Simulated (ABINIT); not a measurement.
# Completion of the band sum in GW: Diamond (Fd-3m, 2 atoms a cell), part 2 of 2

Aim: few bands, with and without a completion of the sum over empty states, for Diamond (Fd-3m, 2 atoms a cell).

ABINIT 10.8.3; PBE and many-body steps on it, plane waves. Known limits of the many-body steps: short of the basis limit.

So far. Step 3 (Screening, 8×8×8 mesh, 99 bands, screening to 304.8 eV): Local fields lower ε∞ by 7 %. Step 4 (99 bands): The gap on the mesh goes from 4.19 eV to 5.50 eV, a correction of +1.31 eV.

## Step 6: 12 bands

This step: G0W0 on PBE, plane waves, norm-conserving pseudopotentials.

The input, run.abi:

```
acell 3*1.0 Angstrom
rprim 
  -0.000000000000 1.783370000000 1.783370000000
  1.783370000000 0.000000000000 1.783370000000
  1.783370000000 1.783370000000 0.000000000000
ntypat 1
znucl 6
natom 2
typat 1 1
xred 
  -0.000000000000 0.000000000000 -0.000000000000
  0.250000000000 0.250000000000 0.250000000000
pp_dirpath "pseudos"
pseudos "C.upf"
ecut 37
ngkpt 8 8 8
nshiftk 1
shiftk 0 0 0
kptopt 1
chksymbreak 0
istwfk *1
occopt 1
irdwfk 1
optdriver 4
nband 12
gwcalctyp 0
ecutsigx 37
symsigma 1
nkptgw 2
kptgw 
  0.0000000000 0.0000000000 0.0000000000
  0.3750000000 0.3750000000 0.0000000000
bdgw 
  2 7
  3 6
ecuteps 11.2
irdscr 1
ppmodel 1
indata_prefix "in"
outdata_prefix "out"
tmpdata_prefix "tmp"
```

Run with:

```sh
> OMP_NUM_THREADS=1 mpirun -n 4 abinit run.abi > log
```

The log of the run:

```text
.Version 10.8.3 of ABINIT. v10.8.2 released Aug 2026.

 Symmetries : space group Fd -3 m (#227); Bravais cF (face-center cubic)
[... echo of the input left out ...]
== DATASET  1 ==================================================================
-   mpi_nproc: 4, omp_nthreads: 1 (-1 if OMP is not activated)

--- !DatasetInfo
iteration_state: {dtset: 1, }
dimensions: {natom: 2, nkpt: 29, mband: 12, nsppol: 1, nspinor: 1, nspden: 1, mpw: 869, }
cutoff_energies: {ecut:  37.0, pawecutdg:  -1.0, }
electrons: {nelect:   8.00000000E+00, charge:   0.00000000E+00, occopt:   1.00000000E+00, tsmear:   1.00000000E-02, }

 SIGMA: Calculation of the GW corrections

 Based on a program developped by R.W. Godby, V. Olevano, G. Onida, and L. Reining.
 Incorporated in ABINIT by V. Olevano, G.-M. Rignanese, and M. Torrent.
.Using double precision arithmetic ; gwpc =  8

[... cell and pseudopotentials left out ...]
--------------------------------------------------------------------------------

 ==== K-mesh for the wavefunctions ====
 Number of points in the irreducible wedge :    29
[... list of points left out ...]
 Together with 48 symmetry operations and time-reversal symmetry
 yields   512 points in the full Brillouin Zone.

 ==== Q-mesh for screening function ====
 Number of points in the irreducible wedge :    29
[... list of points left out ...]
 Together with 48 symmetry operations and time-reversal symmetry
 yields   512 points in the full Brillouin Zone.

 vcoul_init : cutoff-mode = AUXILIARY_FUNCTION
 q-points for optical limit:   1
     1)      0.000010    0.000020    0.000030
 setmesh: FFT mesh size selected  =    32x   32x   32
          total number of points  =        32768

 Number of electrons calculated from density =    8.0000; Expected =    8.0000
[...]
number of omega for Sigma on real axis              0
 max omega for Sigma on real axis  [eV]           0.00
 zcut for avoiding poles [eV]                     0.10

 EPSILON^-1 parameters (SCR file):
 dimension of the eps^-1 matrix on file            137
 dimension of the eps^-1 matrix used               137
 number of plane-waves for wavefunctions           869
 number of bands                                    12
 number of q-points in IBZ                          29
 number of frequencies                               2
 number of real frequencies                          1
 number of imag frequencies                          1

 matrix elements of self-energy operator (all in [eV])

 Perturbative Calculation

--- !SelfEnergy_ee
iteration_state: {dtset: 1, }
kpoint     : [   0.000,    0.000,    0.000, ]
spin       : 1
KS_gap     :    5.626
QP_gap     :    7.599
Delta_QP_KS:    1.973
data: !SigmaeeData |
     Band     E0 <VxcDFT>   SigX SigC(E0)      Z dSigC/dE  Sig(E)    E-E0       E
        2  10.293 -16.962 -19.293   2.632   0.838  -0.193 -16.710   0.253  10.545
        3  10.293 -16.962 -19.293   2.632   0.838  -0.193 -16.710   0.253  10.545
        4  10.293 -16.962 -19.293   2.632   0.838  -0.193 -16.710   0.253  10.545
[...]
--- !SelfEnergy_ee
iteration_state: {dtset: 1, }
kpoint     : [   0.375,    0.375,    0.000, ]
spin       : 1
KS_gap     :    9.944
QP_gap     :   11.811
Delta_QP_KS:    1.867
data: !SigmaeeData |
     Band     E0 <VxcDFT>   SigX SigC(E0)      Z dSigC/dE  Sig(E)    E-E0       E
[...]
5  14.483 -14.094  -8.673  -3.584   0.849  -0.178 -12.534   1.560  16.043
        6  17.096 -13.238  -7.304  -4.084   0.850  -0.176 -11.665   1.573  18.669

== END DATASET(S) ==============================================================
================================================================================

 -outvars: echo values of variables after computation  --------
           etotal      0.0000000000E+00
            nband          12
             nkpt          29
          spgroup         227
 [... the other variables as echoed above ...]

 Calculation completed.
```

It took 3.5 s on 4 MPI ranks of Intel Xeon 6975P-C (Granite Rapids), shared host; peak memory 0.53 GiB.

Numbers from this step:

- G0W0 gap on the mesh: 5.498 eV
- starting gap on the mesh: 4.190 eV
- k of the valence top: 0, 0, 0
- k of the conduction bottom: 0.375, 0.375, 0
- Z at the valence top: 0.838
- Z at the conduction bottom: 0.849
- least direct G0W0 gap on the computed points: 7.599 eV

Against G0W0 in ABINIT (8×8×8 mesh, 99 bands, screening to 304.8 eV, Godby-Needs plasmon pole), the gap moves by −0.003 eV.

## Step 7: Screening, 8×8×8 mesh, 12 bands, screening to 304.8 eV

This step: RPA screening on PBE, plane waves, norm-conserving pseudopotentials.

Edit run.abi of step 6 so:

```diff
@@ -23,17 +23,10 @@
 irdwfk 1
-optdriver 4
+optdriver 3
 nband 12
-gwcalctyp 0
-ecutsigx 37
-symsigma 1
-nkptgw 2
-kptgw 
-  0.0000000000 0.0000000000 0.0000000000
-  0.3750000000 0.3750000000 0.0000000000
-bdgw 
-  2 7
-  3 6
 ecuteps 11.2
-irdscr 1
-ppmodel 1
+inclvkb 2
+awtr 1
+symchi 1
+gwcomp 1
+gwencomp 3
 indata_prefix "in"
```

The log of the run:

```text
.Version 10.8.3 of ABINIT. v10.8.2 released Aug 2026.

 Symmetries : space group Fd -3 m (#227); Bravais cF (face-center cubic)
[... echo of the input left out ...]
== DATASET  1 ==================================================================
-   mpi_nproc: 4, omp_nthreads: 1 (-1 if OMP is not activated)

--- !DatasetInfo
iteration_state: {dtset: 1, }
dimensions: {natom: 2, nkpt: 29, mband: 12, nsppol: 1, nspinor: 1, nspden: 1, mpw: 869, }
cutoff_energies: {ecut:  37.0, pawecutdg:  -1.0, }
[...]
--------------------------------------------------------------------------------
[... chi0 elements left out ...]
 For q-point:  0.000010 0.000020 0.000030
  dielectric constant =   5.4998
  dielectric constant without local fields =   5.9113

  Average fulfillment of the sum rule on Im[epsilon] for q-point    1 :    131.44  [%]
[... wings left out ...]
  q-point number  2        q = ( 0.125000, 0.000000, 0.000000) [r.l.u.]
--------------------------------------------------------------------------------
[... chi0 elements left out ...]
  Average fulfillment of the sum rule on Im[epsilon] for q-point    2 :    115.84  [%]

 [... 27 further q-points ...]
```

The job ended after 31 s (4 MPI ranks; peak memory 0.49 GiB).

Numbers from this step:

```yaml
eps_infinity_with_local_fields_on_this_mesh: 5.500
eps_infinity_without_local_fields_on_this_mesh: 5.911
plasma_frequency: 31.18 eV
plane_waves_in_the_screening_matrix: 137
```

## Step 8: 12 bands, completed

This step: G0W0 on PBE, plane waves, norm-conserving pseudopotentials.

Edit run.abi of step 7 so:

```diff
@@ -23,8 +23,17 @@
 irdwfk 1
-optdriver 3
+optdriver 4
 nband 12
+gwcalctyp 0
+ecutsigx 37
+symsigma 1
+nkptgw 2
+kptgw 
+  0.0000000000 0.0000000000 0.0000000000
+  0.3750000000 0.3750000000 0.0000000000
+bdgw 
+  2 7
+  3 6
 ecuteps 11.2
-inclvkb 2
-awtr 1
-symchi 1
+irdscr 1
+ppmodel 1
 gwcomp 1
```

The log of the run:

```text
.Version 10.8.3 of ABINIT. v10.8.2 released Aug 2026.

 Symmetries : space group Fd -3 m (#227); Bravais cF (face-center cubic)
[... echo of the input left out ...]
== DATASET  1 ==================================================================
-   mpi_nproc: 4, omp_nthreads: 1 (-1 if OMP is not activated)

--- !DatasetInfo
iteration_state: {dtset: 1, }
dimensions: {natom: 2, nkpt: 29, mband: 12, nsppol: 1, nspinor: 1, nspden: 1, mpw: 869, }
cutoff_energies: {ecut:  37.0, pawecutdg:  -1.0, }
[...]
Band     E0 <VxcDFT>   SigX SigC(E0)      Z dSigC/dE  Sig(E)    E-E0       E
[...]
5  14.483 -14.094  -8.673  -4.577   0.850  -0.177 -13.376   0.718  15.201
        6  17.096 -13.238  -7.304  -5.056   0.851  -0.175 -12.491   0.747  17.844

== END DATASET(S) ==============================================================
================================================================================

 -outvars: echo values of variables after computation  --------
           etotal      0.0000000000E+00
            nband          12
             nkpt          29
          spgroup         227
 [... the other variables as echoed above ...]

 Calculation completed.
```

Run time: 3.6 s. Hardware: 4 MPI ranks; peak memory 0.53 GiB.

Numbers from this step:

```yaml
g0w0_gap_on_the_mesh: 5.589 eV
starting_gap_on_the_mesh: 4.190 eV
k_of_the_valence_top: 0, 0, 0
k_of_the_conduction_bottom: 0.375, 0.375, 0
least_direct_g0w0_gap_on_the_computed_points: 7.521 eV
```

Against G0W0 in ABINIT (8×8×8 mesh, 99 bands, screening to 304.8 eV, Godby-Needs plasmon pole), the gap moves by +0.088 eV.

## Step 9: Screening, 8×8×8 mesh, 37 bands, screening to 304.8 eV

This step: RPA screening on PBE, plane waves, norm-conserving pseudopotentials.

Edit run.abi of step 8 so:

```diff
@@ -23,19 +23,8 @@
 irdwfk 1
-optdriver 4
-nband 12
-gwcalctyp 0
-ecutsigx 37
-symsigma 1
-nkptgw 2
-kptgw 
-  0.0000000000 0.0000000000 0.0000000000
-  0.3750000000 0.3750000000 0.0000000000
-bdgw 
-  2 7
-  3 6
+optdriver 3
+nband 37
 ecuteps 11.2
-irdscr 1
-ppmodel 1
-gwcomp 1
-gwencomp 3
+inclvkb 2
+awtr 1
+symchi 1
 indata_prefix "in"
```

The log of the run:

```text
.Version 10.8.3 of ABINIT. v10.8.2 released Aug 2026.

 Symmetries : space group Fd -3 m (#227); Bravais cF (face-center cubic)
[... echo of the input left out ...]
== DATASET  1 ==================================================================
-   mpi_nproc: 4, omp_nthreads: 1 (-1 if OMP is not activated)

--- !DatasetInfo
iteration_state: {dtset: 1, }
dimensions: {natom: 2, nkpt: 29, mband: 37, nsppol: 1, nspinor: 1, nspden: 1, mpw: 869, }
cutoff_energies: {ecut:  37.0, pawecutdg:  -1.0, }
[...]
--------------------------------------------------------------------------------
[... chi0 elements left out ...]
 For q-point:  0.000010 0.000020 0.000030
  dielectric constant =   5.5019
  dielectric constant without local fields =   5.9471

  Average fulfillment of the sum rule on Im[epsilon] for q-point    1 :     74.80  [%]
[... wings left out ...]
  q-point number  2        q = ( 0.125000, 0.000000, 0.000000) [r.l.u.]
--------------------------------------------------------------------------------
[... chi0 elements left out ...]
  Average fulfillment of the sum rule on Im[epsilon] for q-point    2 :     94.39  [%]

 [... 27 further q-points ...]
```

It took 26 s on 4 MPI ranks; peak memory 0.56 GiB; 1.7 min of CPU time.

This step gave:

| Quantity | Value |
| --- | --- |
| ε∞ with local fields, on this mesh | 5.502 |
| ε∞ without local fields, on this mesh | 5.947 |
| plasma frequency | 31.18 eV |
| plane waves in the screening matrix | 137 |

## Step 10: 37 bands

This step: G0W0 on PBE, plane waves, norm-conserving pseudopotentials.

Edit run.abi of step 9 so:

```diff
@@ -23,8 +23,17 @@
 irdwfk 1
-optdriver 3
+optdriver 4
 nband 37
+gwcalctyp 0
+ecutsigx 37
+symsigma 1
+nkptgw 2
+kptgw 
+  0.0000000000 0.0000000000 0.0000000000
+  0.3750000000 0.3750000000 0.0000000000
+bdgw 
+  2 7
+  3 6
 ecuteps 11.2
-inclvkb 2
-awtr 1
-symchi 1
+irdscr 1
+ppmodel 1
 indata_prefix "in"
```

The log of the run:

```text
.Version 10.8.3 of ABINIT. v10.8.2 released Aug 2026.

 Symmetries : space group Fd -3 m (#227); Bravais cF (face-center cubic)
[... echo of the input left out ...]
== DATASET  1 ==================================================================
-   mpi_nproc: 4, omp_nthreads: 1 (-1 if OMP is not activated)

--- !DatasetInfo
iteration_state: {dtset: 1, }
dimensions: {natom: 2, nkpt: 29, mband: 37, nsppol: 1, nspinor: 1, nspden: 1, mpw: 869, }
cutoff_energies: {ecut:  37.0, pawecutdg:  -1.0, }
[...]
Band     E0 <VxcDFT>   SigX SigC(E0)      Z dSigC/dE  Sig(E)    E-E0       E
[...]
5  14.483 -14.094  -8.673  -4.513   0.843  -0.187 -13.328   0.766  15.249
        6  17.096 -13.238  -7.304  -5.060   0.844  -0.185 -12.501   0.737  17.834

== END DATASET(S) ==============================================================
================================================================================

 -outvars: echo values of variables after computation  --------
           etotal      0.0000000000E+00
            nband          37
             nkpt          29
          spgroup         227
 [... the other variables as echoed above ...]

 Calculation completed.
```

Run time: 6.4 s. Hardware: 4 MPI ranks; peak memory 0.63 GiB; 24 s of CPU time.

This step gave:

* G0W0 gap on the mesh: 5.451 eV
* starting gap on the mesh: 4.190 eV
* k of the valence top: 0, 0, 0
* k of the conduction bottom: 0.375, 0.375, 0
* least direct G0W0 gap on the computed points: 7.419 eV

Against G0W0 in ABINIT (8×8×8 mesh, 99 bands, screening to 304.8 eV, Godby-Needs plasmon pole), the gap moves by −0.050 eV.

## Step 11: Screening, 8×8×8 mesh, 37 bands, screening to 304.8 eV

This step: RPA screening on PBE, plane waves, norm-conserving pseudopotentials.

Edit run.abi of step 10 so:

```diff
@@ -23,17 +23,10 @@
 irdwfk 1
-optdriver 4
+optdriver 3
 nband 37
-gwcalctyp 0
-ecutsigx 37
-symsigma 1
-nkptgw 2
-kptgw 
-  0.0000000000 0.0000000000 0.0000000000
-  0.3750000000 0.3750000000 0.0000000000
-bdgw 
-  2 7
-  3 6
 ecuteps 11.2
-irdscr 1
-ppmodel 1
+inclvkb 2
+awtr 1
+symchi 1
+gwcomp 1
+gwencomp 2
 indata_prefix "in"
```

The log of the run:

```text
.Version 10.8.3 of ABINIT. v10.8.2 released Aug 2026.

 Symmetries : space group Fd -3 m (#227); Bravais cF (face-center cubic)
[... echo of the input left out ...]
== DATASET  1 ==================================================================
-   mpi_nproc: 4, omp_nthreads: 1 (-1 if OMP is not activated)

--- !DatasetInfo
iteration_state: {dtset: 1, }
dimensions: {natom: 2, nkpt: 29, mband: 37, nsppol: 1, nspinor: 1, nspden: 1, mpw: 869, }
cutoff_energies: {ecut:  37.0, pawecutdg:  -1.0, }
[...]
--------------------------------------------------------------------------------
[... chi0 elements left out ...]
 For q-point:  0.000010 0.000020 0.000030
  dielectric constant =   5.5120
  dielectric constant without local fields =   5.9471

  Average fulfillment of the sum rule on Im[epsilon] for q-point    1 :    100.54  [%]
[... wings left out ...]
  q-point number  2        q = ( 0.125000, 0.000000, 0.000000) [r.l.u.]
--------------------------------------------------------------------------------
[... chi0 elements left out ...]
  Average fulfillment of the sum rule on Im[epsilon] for q-point    2 :    101.34  [%]

 [... 27 further q-points ...]
```

Wall time 72 s (4 MPI ranks); peak memory 0.59 GiB.

Numbers from this step:

* ε∞ with local fields, on this mesh: 5.512
* ε∞ without local fields, on this mesh: 5.947
* plasma frequency: 31.18 eV
* plane waves in the screening matrix: 137

## Step 12: 37 bands, completed

This step: G0W0 on PBE, plane waves, norm-conserving pseudopotentials.

Edit run.abi of step 11 so:

```diff
@@ -23,8 +23,17 @@
 irdwfk 1
-optdriver 3
+optdriver 4
 nband 37
+gwcalctyp 0
+ecutsigx 37
+symsigma 1
+nkptgw 2
+kptgw 
+  0.0000000000 0.0000000000 0.0000000000
+  0.3750000000 0.3750000000 0.0000000000
+bdgw 
+  2 7
+  3 6
 ecuteps 11.2
-inclvkb 2
-awtr 1
-symchi 1
+irdscr 1
+ppmodel 1
 gwcomp 1
```

The log of the run:

```text
.Version 10.8.3 of ABINIT. v10.8.2 released Aug 2026.

 Symmetries : space group Fd -3 m (#227); Bravais cF (face-center cubic)
[... echo of the input left out ...]
== DATASET  1 ==================================================================
-   mpi_nproc: 4, omp_nthreads: 1 (-1 if OMP is not activated)

--- !DatasetInfo
iteration_state: {dtset: 1, }
dimensions: {natom: 2, nkpt: 29, mband: 37, nsppol: 1, nspinor: 1, nspden: 1, mpw: 869, }
cutoff_energies: {ecut:  37.0, pawecutdg:  -1.0, }
[...]
Band     E0 <VxcDFT>   SigX SigC(E0)      Z dSigC/dE  Sig(E)    E-E0       E
[...]
5  14.483 -14.094  -8.673  -4.912   0.842  -0.187 -13.665   0.429  14.912
        6  17.096 -13.238  -7.304  -5.432   0.843  -0.186 -12.815   0.423  17.520

== END DATASET(S) ==============================================================
================================================================================

 -outvars: echo values of variables after computation  --------
           etotal      0.0000000000E+00
            nband          37
             nkpt          29
          spgroup         227
 [... the other variables as echoed above ...]

 Calculation completed.
```

Wall time 6.6 s (4 MPI ranks); peak memory 0.63 GiB.

Numbers from this step:

```yaml
g0w0_gap_on_the_mesh: 5.534 eV
starting_gap_on_the_mesh: 4.190 eV
k_of_the_valence_top: 0, 0, 0
k_of_the_conduction_bottom: 0.375, 0.375, 0
least_direct_g0w0_gap_on_the_computed_points: 7.421 eV
```

Against G0W0 in ABINIT (8×8×8 mesh, 99 bands, screening to 304.8 eV, Godby-Needs plasmon pole), the gap moves by +0.033 eV.

## Step 13: Side by side

Times are wall times on 4 MPI ranks of Intel Xeon 6975P-C (Granite Rapids), shared host, good to a factor of about two. A run's time includes the screening step that it read.

```csv
run,mesh,bands,screening cutoff (eV),DFT gap (eV),gap on the mesh (eV),direct (eV),ε∞ used,time
99 bands,8×8×8,99,304.8,4.190,5.501,7.416,5.52,77 s
12 bands,8×8×8,12,304.8,4.190,5.498,7.599,5.47,13 s
"12 bands, completed",8×8×8,12,304.8,4.190,5.589,7.521,5.50,35 s
37 bands,8×8×8,37,304.8,4.190,5.451,7.419,5.50,33 s
"37 bands, completed",8×8×8,37,304.8,4.190,5.534,7.421,5.51,78 s
```

## Step 14: Outcome

| Quantity | Value |
| --- | --- |
| 99 bands | 5.501 eV |
| 12 bands | 5.498 eV |
| 12 bands, completed | 5.589 eV |
| 37 bands | 5.451 eV |
| 37 bands, completed | 5.534 eV |

**Reading.** 12 bands: −0.003 eV against 99 bands. 12 bands, completed: +0.088 eV against 99 bands. 37 bands: −0.050 eV against 99 bands. 37 bands, completed: +0.033 eV against 99 bands. The row with most bands is itself short of the limit, so it is no exact reference, and agreement of a truncated run with it can be a cancellation between the edges.

[Long decimals in the printed logs are rounded to 6 places.]

[Logs are printed without paths, hosts, clocks, repeated set-up lines and the standing remarks that a program may print on its own settings, such as how far it seeks lower states.]

[Paths, hosts, dates, memory and timing lines, banners, echoed tables and standing remarks are left out of the program output; an Ansatz launch command may be rebuilt from the run's recorded settings. Measured values are a selection of at most five: reports struck by readers or far from the other reports are left out. None is set beside runs whose start may be inverted or whose files or cutoffs have a known fault.]

[Runs of the session that timed out or met a known fault of the program may be left out.]

[Hosts, paths, dates, database ids (printed as entryN), source tags and the programs' standing remarks are cut or masked in the printed files.]

[G0W0 gaps are taken among the corrected bands and points alone; a level outside them can change the order at an edge.]

[Where Ansatz stands beside ABINIT at settings called matched, ABINIT's density can come from a denser mesh and the files from another edition; pairs whose starting gaps differed by over 0.03 eV were left out, so agreement reads better than it is.]
